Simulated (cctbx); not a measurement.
# Diagnosing a refinement

Cell a = 5.0290 Å, b = 5.0290 Å, c = 21.1160 Å, α = 90.00°, β = 90.00°, γ = 120.00°; space group R-3m (no. 166).

Simulated single-crystal data (cctbx): Mo Kα, λ = 0.71073 Å, to d = 0.84 Å, 80 % of the full sphere, strongest reflection 5000 counts, noise from counting, a 4 % proportional error and a noise floor of 4 counts (s.d.); no absorption, and some extinction, which the refinements don't model.

An isotropic refinement with weights 1/σ² prints:

```text
Rint 0.040, 123 unique reflections to 0.85 A
cycle     R1     wR2    GooF  max shift (A)
   1  0.8060  0.9721  32.569   6.71187
  10  0.1983  0.4079  13.666   0.02477
final R1 0.1968 wR2 0.4061 GooF 13.607  parameters 9  data/parameter 13.7
atom        x        y        z      Ueq    occ   su(xyz)  su(Uiso or U11)
Pt1    0.66667  0.33333  0.83333   0.0070  1.000  0.00000  0.0045
Pt2    0.50066  0.00132  0.93308   0.0021  1.000  0.00132  0.0032
Cd1    0.00000  0.00000  0.00000   0.5129  1.000  0.00000  0.4317
Cd2    0.00000  0.00000  0.85982   0.0026  1.000  0.00093  0.0048
B1     0.00000  0.00000  0.46078   0.0050  1.000  0.01478  0.0671
difference map: max 155.89 min -20.42 rms 5.94
Q1    0.0000  0.0000  0.0000    3  155.89  0.00 A from Cd1
Q2    0.0000  0.0000  0.5000    3   43.14  0.00 A from Pt1
Q3    0.0000  0.0000  0.1352    6   25.00  0.10 A from Cd2
Q4    0.9924  0.4962  0.0694   18   24.38  0.07 A from Pt2
Q5    0.0000  0.0000  0.2974    6   14.01  1.60 A from Pt2
Q6    0.0137  0.5068  0.1674   18    9.36  1.39 A from Pt1
```

Q: Accept it or mend it, and why?

Mend it. The fault: start far from the minimum. Against the right model at the same level, R1 goes from 0.0131 to 0.1968 and GooF from 0.93 to 13.61 and the top difference peak, 155.9 e/Å³, lies on Cd1. Least squares finds the nearest minimum, not the best. The fit had not settled when the cycles ran out.

The compound is Cd3B2Pt7. The right model at the same level gives:

```text
Rint 0.040, 123 unique reflections to 0.85 A
cycle     R1     wR2    GooF  max shift (A)
   1  0.1446  0.3394  11.372   0.04059
   2  0.0131  0.0279   0.934   0.00022
final R1 0.0131 wR2 0.0279 GooF 0.934  parameters 9  data/parameter 13.7
atom        x        y        z      Ueq    occ   su(xyz)  su(Uiso or U11)
Pt1    0.66667  0.33333  0.83333   0.0045  1.000  0.00000  0.0003
Pt2    0.50053  0.00106  0.93306   0.0042  1.000  0.00009  0.0002
Cd1    0.00000  0.00000  0.00000   0.0041  1.000  0.00000  0.0004
Cd2    0.00000  0.00000  0.85942   0.0039  1.000  0.00006  0.0003
B1     0.00000  0.00000  0.66808   0.0111  1.000  0.00108  0.0045
difference map: max 1.96 min -2.35 rms 0.44
Q1    0.0000  0.0000  0.1920    6    2.01  1.09 A from Cd2
Q2    0.0000  0.0000  0.2483    6    1.93  1.51 A from Pt2
Q3    0.0790  0.1581  0.1313   18    1.19  0.72 A from Cd2
Q4    0.0000  0.1605  0.0000   18    1.17  0.81 A from Cd1
Q5    0.0661  0.5330  0.4612   18    1.05  1.76 A from Cd2
Q6    0.0000  0.0000  0.0000    3    1.02  0.00 A from Cd1
```

The model was made for the exercise: a known structure type with other elements put in, its volume estimated, not relaxed; displacement parameters are assumed.

[Middle refinement cycles are left out of these outputs.]

[Logs are printed without paths, hosts, clocks, repeated set-up lines and the standing remarks that a program may print on its own settings, such as how far it seeks lower states.]
